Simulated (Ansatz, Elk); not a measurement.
**Bonding as seen by X-rays: ScC6**

The structure of ScC6 used here is made up (a known structure type with other elements) and was relaxed beforehand with PBE. The aim is the Fourier transform of its all-electron density, F(hkl), set beside the sum over free spherical atoms that refinements use.

Calculated with Elk 11.2.3 (patched build); DFT, PBE, all-electron APW+lo, Dirac cores, scalar-relativistic bands, static density, no spin.

The structure was built from a prototype and need not be the compound's stable phase.

**1. The starting structure**

The structure is cubic, space group Pm-3m (No. 221). The conventional cell has a = 3.915 Å, b = 3.915 Å, c = 3.915 Å, α = 90.00°, β = 90.00°, γ = 90.00°. Nearest to Sc lie 24 C at 2.85 Å. Nearest to C lie 6 C at 1.33 to 2.59 Å and 4 Sc at 2.85 Å. Farther neighbours are not listed.

**2. Ground state and structure factors**

An all-electron density is needed, since X-rays see the cores too. Task 0 finds the density and task 195 Fourier-transforms it; tshift is off so that phases refer to the origin typed.

The input, elk.in:

```
tasks
  0
  195

xctype
  20

spinpol
  .false.

rgkmax
  7.0

gmaxvr
  14.0

lmaxo
  7

lmaxapw
  8

swidth
  0.002

tshift
  .false.

ramdisk
  .false.

hmaxvr
  5.5

maxscl
  120

epspot
  1e-06

sppath
  './'

avec
  7.39827479735 -0.00000000000 0.00000000000
  -0.00000000000 7.39827479735 -0.00000000000
  0.00000000000 -0.00000000000 7.39827479735

atoms
  2
  'Sc.in'
  1
  0.0000000000 0.0000000000 0.0000000000   0.000000 0.000000 0.000000
  'C.in'
  6
  0.5000000000 0.5000000000 0.8306636088   0.000000 0.000000 0.000000
  0.5000000000 0.5000000000 0.1693363912   0.000000 0.000000 0.000000
  0.8306636088 0.5000000000 0.5000000000   0.000000 0.000000 0.000000
  0.5000000000 0.1693363912 0.5000000000   0.000000 0.000000 0.000000
  0.5000000000 0.8306636088 0.5000000000   0.000000 0.000000 0.000000
  0.1693363912 0.5000000000 0.5000000000   0.000000 0.000000 0.000000

ngridk
  6 6 6
```

Run with:

```
$ OMP_NUM_THREADS=4 elk
```

Numbers of over 12 decimals in the logs are rounded to 6 here.

The program printed:

```text
┌─────────────────────────┐
│ Elk code version 11.2.3 │
└─────────────────────────┘

All units are atomic (Hartree, Bohr, etc.)

┌─────────────────────────────────────────────────┐
│ Ground-state run starting from atomic densities │
└─────────────────────────────────────────────────┘

Lattice vectors :
   7.398274797      -0.000000000       0.000000000
  -0.000000000       7.398274797      -0.000000000
   0.000000000      -0.000000000       7.398274797

Reciprocal lattice vectors :
  0.8492770922       0.000000000       0.000000000
   0.000000000      0.8492770922       0.000000000
   0.000000000       0.000000000      0.8492770922

Unit cell volume      :    404.9406498
Brillouin zone volume :   0.6125594296

Muffin-tin inner radius fraction :   0.1000000000E-01

Nuclei treated as point charges

Species : 1 (Sc)
 parameters loaded from : Sc.in
 name : scandium
 nuclear charge    :   -21.00000000
 electronic charge :    21.00000000
 atomic mass :    81949.61073
 muffin-tin radius :    2.400000000
 number of radial points in muffin-tin :    993
 inner part over the whole radius :   0.9898716403E-02
 number on inner part of muffin-tin    :    698
 approximate nuclear radius :   0.6711386133E-04
 number of mesh points to nuclear radius :    323
 atomic positions (lattice), magnetic fields (Cartesian) :
  1 :   0.00000000  0.00000000  0.00000000    0.00000000  0.00000000  0.00000000

Species : 2 (C)
 parameters loaded from : C.in
 name : carbon
 nuclear charge    :   -6.000000000
 electronic charge :    6.000000000
 atomic mass :    21894.16674
 muffin-tin radius :    1.227797155
 number of radial points in muffin-tin :    593
 inner part over the whole radius :   0.9921854530E-02
 number on inner part of muffin-tin    :    401
 approximate nuclear radius :   0.4747601631E-04
 number of mesh points to nuclear radius :    170
 atomic positions (lattice), magnetic fields (Cartesian) :
  1 :   0.50000000  0.50000000 -0.16933639    0.00000000  0.00000000  0.00000000
  2 :   0.50000000  0.50000000  0.16933639    0.00000000  0.00000000  0.00000000
  3 :  -0.16933639  0.50000000  0.50000000    0.00000000  0.00000000  0.00000000
  4 :   0.50000000  0.16933639  0.50000000    0.00000000  0.00000000  0.00000000
  5 :   0.50000000 -0.16933639  0.50000000    0.00000000  0.00000000  0.00000000
  6 :   0.16933639  0.50000000  0.50000000    0.00000000  0.00000000  0.00000000

Total number of atoms per unit cell :    7
Total muffin-tin volume :    104.4236959
 ratio of muffin-tin to unit cell volume :   0.2578740760

Spin treatment :
 spin-unpolarised

Number of Bravais lattice symmetries :   48
Number of crystal symmetries         :   48
Crystal has inversion symmetry
Real symmetric eigensolver will be used

k-point grid :      6     6     6
k-point offset :    0.000000000       0.000000000       0.000000000
k-point set is reduced with full crystal symmetry group
Total number of k-points :       20

Muffin-tin radius times maximum |G+k| :    7.000000000
 using average radius
Maximum |G+k| for APW functions       :    5.017005123
Maximum (1/2)|G+k|²                   :    12.58517020
Maximum |G| for potential and density :    14.00000000
Constant for pseudocharge density :    8
 order of it for each species :   15  15
 order of it for pair densities of each species (exact exchange by exxq0 0: 16) :   15   6
Radial integration step length :    1

G-vector grid sizes :     35    35    35
Number of G-vectors :    18805

Maximum angular momentum used for
 APW functions            :    8
 outer part of muffin-tin :    7
 inner part of muffin-tin :    2

Total nuclear charge    :   -57.00000000
Total core charge       :    22.00000000
Total valence charge    :    35.00000000
Total excess charge     :    0.000000000
Total electronic charge :    57.00000000

Effective Wigner radius, rₛ :    1.192548279

Number of empty states         :     28
Total number of valence states :     46
Total number of core states    :     22

[...]
Madelung                    :     -1186.5855671570
 xc potential                :     -91.903587641162
 exchange                    :     -69.419818023532
 correlation                 :     -2.187100
 electron entropic           :    -0.57019831798258E-03
 total energy                :     -995.65725759019

Density of states at Fermi energy :    42.63339513
 (states/Hartree/unit cell)

Estimated indirect band gap :   0.1561134917E-02
 from k-point 10 to k-point 16
Estimated direct band gap   :   0.2747563467E-01
 at k-point 13

Charges :
 core                        :    22.00000000
 valence                     :    35.00000000
 interstitial                :    16.14380613
 muffin-tins (core leakage)
  species : 1 (Sc)
[...]
species : 2 (C)
[...]
total in muffin-tins        :    40.85619387
 total calculated charge     :    56.99688641
 total charge                :    57.00000000
 error                       :   0.3113592156E-02

RMS change in Kohn-Sham potential (target) :    3.425417856     (  0.1000000000E-05)
Absolute change in total energy (target)   :   0.4699529405     (  0.1000000000E-03)

[... loops 3 to 16 left out ...]

┌──────────────────┐
│ Loop number : 17 │
└──────────────────┘

Energies :
 Fermi                       :     0.414540
 sum of occupied eigenvalues :     -556.32780274119
 electron kinetic            :      998.00005771855
 core electron kinetic       :      906.51146568320
 Coulomb                     :     -1918.8724168925
 Coulomb potential           :     -1462.1724332721
 nuclear-nuclear             :     -202.17605289597
 electron-nuclear            :     -1975.2299753297
 Hartree                     :      258.53361133317
 Madelung                    :     -1187.7862002564
 xc potential                :     -92.155427187665
 exchange                    :     -69.187598032717
 correlation                 :     -2.208331
 electron entropic           :    -0.88820720804700E-03
 total energy                :     -992.26917652773

Density of states at Fermi energy :    60.33038336
 (states/Hartree/unit cell)

Estimated indirect band gap :   0.6274908265E-02
 from k-point 19 to k-point 5
Estimated direct band gap   :   0.8033960655E-02
 at k-point 5

Charges :
 core                        :    22.00000000
 valence                     :    35.00000000
 interstitial                :    16.23812110
 muffin-tins (core leakage)
  species : 1 (Sc)
[...]
species : 2 (C)
[...]
total in muffin-tins        :    40.76187890
 total calculated charge     :    56.99683373
 total charge                :    57.00000000
 error                       :   0.3166274906E-02

RMS change in Kohn-Sham potential (target) :   0.6214733884E-06 (  0.1000000000E-05)
Absolute change in total energy (target)   :   0.4675560763E-04 (  0.1000000000E-03)

Convergence targets achieved

┌──────────────────┐
│ Loop number : 18 │
└──────────────────┘

Energies :
 Fermi                       :     0.414541
 sum of occupied eigenvalues :     -556.32780176982
 electron kinetic            :      998.00006287873
 core electron kinetic       :      906.51146754157
 Coulomb                     :     -1918.8724205889
 Coulomb potential           :     -1462.1724342703
 nuclear-nuclear             :     -202.17605289597
 electron-nuclear            :     -1975.2299812549
 Hartree                     :      258.53361356197
 Madelung                    :     -1187.7862034538
 xc potential                :     -92.155430378291
 exchange                    :     -69.187598287396
 correlation                 :     -2.208331
 electron entropic           :    -0.88820730549024E-03
 total energy                :     -992.26917530694

Density of states at Fermi energy :    60.33038399
 (states/Hartree/unit cell)

Estimated indirect band gap :   0.6274924439E-02
 from k-point 19 to k-point 5
Estimated direct band gap   :   0.8033967203E-02
 at k-point 5

Charges :
 core                        :    22.00000000
 valence                     :    35.00000000
 interstitial                :    16.23812107
 muffin-tins (core leakage)
  species : 1 (Sc)
[...]
species : 2 (C)
[...]
atom 4                    :    3.620042705     (  0.5095146362E-03)
   atom 5                    :    3.620042705     (  0.5095146362E-03)
   atom 6                    :    3.620042705     (  0.5095146362E-03)
 total in muffin-tins        :    40.76187893
 total calculated charge     :    56.99683373
 total charge                :    57.00000000
 error                       :   0.3166274830E-02

┌──────────────────────────────┐
│ Self-consistent loop stopped │
└──────────────────────────────┘

Warning : core states of species 2 leak from the muffin-tin :   0.5095146362E-03

Wrote STATE.OUT
```

Elapsed: 54 s, on 4 threads of Arm Neoverse V2, shared host; peak memory 0.25 GiB; 3.2 min of CPU time.

SFACRHO.OUT:

```text

h k l indices transformed by vhmat matrix:
   1.000000000       0.000000000       0.000000000    
   0.000000000       1.000000000       0.000000000    
   0.000000000       0.000000000       1.000000000    

      h      k      l  multipl.   |H|            Re(F)            Im(F)           |F|

      0      0      0      1   0.0000000       56.999999     -0.63841550E-16   56.999999    
     -1      0      0      6  0.84927709       2.9158809      0.35123003E-14   2.9158809    
      1     -1      0     12   1.2010592       15.684938     -0.70246005E-15   15.684938    
     -1     -1     -1      8   1.4709911       24.765932     -0.24586102E-14   24.765932    
      0      0     -2      6   1.6985542       22.657387     -0.47478889E-14   22.657387    
     -1     -2      0     24   1.8990413       12.782664      0.38635303E-14   12.782664    
      1     -2      1     24   2.0802955       4.7336029      0.17561501E-14   4.7336029    
      0      2     -2     12   2.4021184       10.966254      0.20199156E-18   10.966254    
      0     -3      0      6   2.5478313      -1.4164375      0.11287710E-13   1.4164375    
     -1      2     -2     24   2.5478313       16.723403      0.14049201E-14   16.723403    
      3      1      0     24   2.6856500       15.844679      0.69477689E-14   15.844679    
      1     -3      1     24   2.8167335       9.9930294     -0.52684504E-14   9.9930294    
     -2      2      2      8   2.9419821       3.9397558     -0.12293051E-14   3.9397558    
     -3      2      0     24   3.0621121       3.9973367     -0.41050009E-14   3.9973367    
     -3      1      2     48   3.1777039       8.8597643      0.43684234E-14   8.8597643    
      0     -4      0      6   3.3971084       13.910474     -0.89230260E-14   13.910474    
      2     -2     -3     24   3.5016592       8.4875115     -0.33366852E-14   8.4875115    
      4     -1      0     24   3.5016592       8.1242444      0.15805351E-14   8.1242444
```

Elk indexes on the primitive cell of elk.in and gives |H| = 4π sin θ/λ in inverse bohr. Below, one row stands for each form hkl of the conventional cell (m members, Friedel mates merged), F is for one primitive cell and the density is static (no thermal factor). Free-atom factors are Waasmaier and Kirfel's, and R is Σm||F|−|F'||/Σm|F|. Elk warned that it couldn't find a linearisation energy, which lowers the accuracy of some states in this run and its variants.

| hkl | m | sin θ/λ (Å⁻¹) | abs F, DFT | neutral atoms | diff. |
| --- | --- | --- | --- | --- | --- |
| 100 | 6 | 0.128 | 2.916 | 3.228 | -0.312 |
| 110 | 12 | 0.181 | 15.685 | 15.929 | -0.244 |
| 111 | 8 | 0.221 | 24.766 | 24.079 | +0.686 |
| 200 | 6 | 0.255 | 22.657 | 22.096 | +0.561 |
| 210 | 24 | 0.286 | 12.783 | 12.864 | -0.081 |
| 211 | 24 | 0.313 | 4.734 | 4.902 | -0.168 |
| 220 | 12 | 0.361 | 10.966 | 10.759 | +0.207 |
| 300 | 6 | 0.383 | 1.416 | 1.530 | -0.114 |
| 221 | 24 | 0.383 | 16.723 | 16.767 | -0.043 |
| 310 | 24 | 0.404 | 15.845 | 16.004 | -0.159 |
| 311 | 24 | 0.424 | 9.993 | 9.698 | +0.295 |
| 222 | 8 | 0.442 | 3.940 | 3.745 | +0.195 |
| 320 | 24 | 0.461 | 3.997 | 4.026 | -0.029 |
| 321 | 48 | 0.478 | 8.860 | 8.917 | -0.057 |
| 400 | 6 | 0.511 | 13.911 | 13.741 | +0.170 |
| 322 | 24 | 0.527 | 8.488 | 8.568 | -0.080 |
| 410 | 24 | 0.527 | 8.124 | 8.133 | -0.009 |
| 411 | 24 | 0.542 | 3.627 | 3.655 | -0.028 |
| 330 | 12 | 0.542 | 17.902 | 17.894 | +0.007 |
| 331 | 24 | 0.557 | 3.263 | 3.247 | +0.016 |
| 420 | 24 | 0.571 | 8.074 | 8.029 | +0.044 |
| 421 | 48 | 0.585 | 12.327 | 12.342 | -0.015 |

**3. The highest occupied states alone**

An energy window below the Fermi level keeps the highest occupied states, to see at which angles they scatter; shallow core shells can lie inside it and anion s states outside. No new self-consistency is needed.

Edit elk.in of step 2 so:

```diff
@@ -1,3 +1,2 @@
 tasks
-  0
   195
@@ -40,2 +39,5 @@
 
+wsfac
+  0.047050 0.714540
+
 sppath
```

Run with:

```
$ OMP_NUM_THREADS=4 elk
```

The program printed:

```text
┌─────────────────────────────────┐
│ Elk code version 11.2.3 started │
└─────────────────────────────────┘

Info(readinput): the functional depends on the density's gradient
 muffin-tin radial points multiplied by    2.00000
 (not where nrmtscf is given)

┌────────────────────┐
│ Current task : 195 │
└────────────────────┘
Info(checkmt): changed muffin-tin radius of species 2 (C) from   1.8000 to   1.2278

Warning(linengy): could not find 1 linearisation energies in s.c. loop 1

Info(sfacrho): density structure factors written to SFACRHO.OUT

 Energy window :   0.4705000000E-01  0.7145400000

┌──────────────────┐
│ Elk code stopped │
└──────────────────┘
```

Wall time 4.8 s (4 threads); peak memory 0.16 GiB; 5.8 s of CPU time.

States within 10 eV below the Fermi level hold 16.06 electrons; any levels below the window count with the cores. Their amplitudes can exceed the total, where window and core parts have opposite phase:

| hkl | sin θ/λ (Å⁻¹) | abs F, window | abs F, all |
| --- | --- | --- | --- |
| 100 | 0.128 | 3.588 | 2.916 |
| 110 | 0.181 | 0.204 | 15.685 |
| 111 | 0.221 | 2.654 | 24.766 |
| 200 | 0.255 | 1.568 | 22.657 |
| 210 | 0.286 | 0.483 | 12.783 |
| 211 | 0.313 | 0.861 | 4.734 |
| 220 | 0.361 | 0.275 | 10.966 |
| 300 | 0.383 | 0.635 | 1.416 |
| 221 | 0.383 | 0.652 | 16.723 |
| 310 | 0.404 | 0.504 | 15.845 |

**4. Another functional**

The difference from free atoms is small, so it is set against the change that LDA (Perdew-Wang) makes.

Edit elk.in of step 3 so:

```diff
@@ -1,2 +1,3 @@
 tasks
+  0
   195
@@ -4,3 +5,3 @@
 xctype
-  20
+  3
 
@@ -39,5 +40,2 @@
 
-wsfac
-  0.047050 0.714540
-
 sppath
```

Run with:

```
$ OMP_NUM_THREADS=4 elk
```

The program printed:

```text
┌─────────────────────────┐
│ Elk code version 11.2.3 │
└─────────────────────────┘

All units are atomic (Hartree, Bohr, etc.)

┌─────────────────────────────────────────────────┐
│ Ground-state run starting from atomic densities │
└─────────────────────────────────────────────────┘

Lattice vectors :
   7.398274797      -0.000000000       0.000000000
  -0.000000000       7.398274797      -0.000000000
   0.000000000      -0.000000000       7.398274797

Reciprocal lattice vectors :
  0.8492770922       0.000000000       0.000000000
[...]
muffin-tins (core leakage)
  species : 1 (Sc)
[...]
species : 2 (C)
[...]
atom 5                    :    3.622200112     (  0.5399685284E-03)
   atom 6                    :    3.622200112     (  0.5399685284E-03)
 total in muffin-tins        :    40.79679592
 total calculated charge     :    56.99664499
 total charge                :    57.00000000
 error                       :   0.3355005543E-02

┌──────────────────────────────┐
│ Self-consistent loop stopped │
└──────────────────────────────┘

Warning : core states of species 2 leak from the muffin-tin :   0.5399685284E-03

Wrote STATE.OUT
[key lines of the parts left out:]
total energy                :     -988.82776034972
```

Run time: 45 s. Hardware: 4 threads; peak memory 0.26 GiB; 2.7 min of CPU time.

Against the first run R = 0.11 %; the largest change is -0.042 at 600.

**5. A coarser k-mesh**

About half the k-points along each axis test the sampling.

Edit elk.in of step 4 so:

```diff
@@ -5,3 +5,3 @@
 xctype
-  3
+  20
 
@@ -63,2 +63,2 @@
 ngridk
-  6 6 6
+  3 3 3
```

Run with:

```
$ OMP_NUM_THREADS=4 elk
```

The program printed:

```text
┌─────────────────────────┐
│ Elk code version 11.2.3 │
└─────────────────────────┘

All units are atomic (Hartree, Bohr, etc.)

┌─────────────────────────────────────────────────┐
│ Ground-state run starting from atomic densities │
└─────────────────────────────────────────────────┘

Lattice vectors :
   7.398274797      -0.000000000       0.000000000
  -0.000000000       7.398274797      -0.000000000
   0.000000000      -0.000000000       7.398274797

Reciprocal lattice vectors :
  0.8492770922       0.000000000       0.000000000
[...]
muffin-tins (core leakage)
  species : 1 (Sc)
[...]
species : 2 (C)
[...]
atom 5                    :    3.622781266     (  0.5098798209E-03)
   atom 6                    :    3.622781266     (  0.5098798209E-03)
 total in muffin-tins        :    40.76715587
 total calculated charge     :    56.99686503
 total charge                :    57.00000000
 error                       :   0.3134971699E-02

┌──────────────────────────────┐
│ Self-consistent loop stopped │
└──────────────────────────────┘

Warning : core states of species 2 leak from the muffin-tin :   0.5098798209E-03

Wrote STATE.OUT
[key lines of the parts left out:]
total energy                :     -992.28015247052
```

Run time: 19 s. Hardware: 4 threads; peak memory 0.25 GiB; 51 s of CPU time.

Against the first run R = 0.09 %; the largest change is -0.031 at 300.

**6. Settings against the effect**

| run | R against the first run (%) | R against neutral atoms, low angle (%) | wall time |
| --- | --- | --- | --- |
| PBE, rgkmax 7 | 0.00 | 1.84 | 54 s |
| LDA (Perdew-Wang) | 0.11 | 1.84 | 45 s |
| k-mesh 3×3×3 | 0.09 | 1.93 | 19 s |

**7. Summary of results**

- R against neutral atoms, sin θ/λ < 0.3 Å⁻¹: 1.84 %
- R against neutral atoms, 0.3 to 0.82 Å⁻¹: 0.56 %

Independent neutral atoms miss the calculated amplitudes by R = 1.84 % below 0.3 Å⁻¹ and 0.56 % from there to 0.82 Å⁻¹; by shells, 10.70 % below 0.15 Å⁻¹ (1 form), 1.66 % 0.15 to 0.3 (4 forms), 1.58 % 0.3 to 0.45 (7 forms), 0.37 % above 0.45 (36 forms). Bonding, aspherical density and the tables' own atoms all enter these figures, and the runs don't part them. The largest change of an amplitude is +0.69 electrons, at 111. The window's part falls from 16.1 electrons at the origin to at most 0.20 between 0.45 and 0.82 Å⁻¹. Below 0.3 Å⁻¹ the changes that finished (LDA (Perdew-Wang) and k-mesh 3×3×3) move F by R = 0.13 % at most, against the 1.84 % that separates it from free atoms. The basis has no finished test. Part of the difference isn't bonding: the tables are fits to free atoms and ions calculated by other methods than this functional. Thermal motion, anomalous dispersion and extinction are left out.

[Logs are printed without paths, hosts, clocks, repeated set-up lines and the standing remarks that a program may print on its own settings, such as how far it seeks lower states.]

[Hosts, paths, dates, database ids (printed as entryN), source tags and the programs' standing remarks are cut or masked in the printed files.]
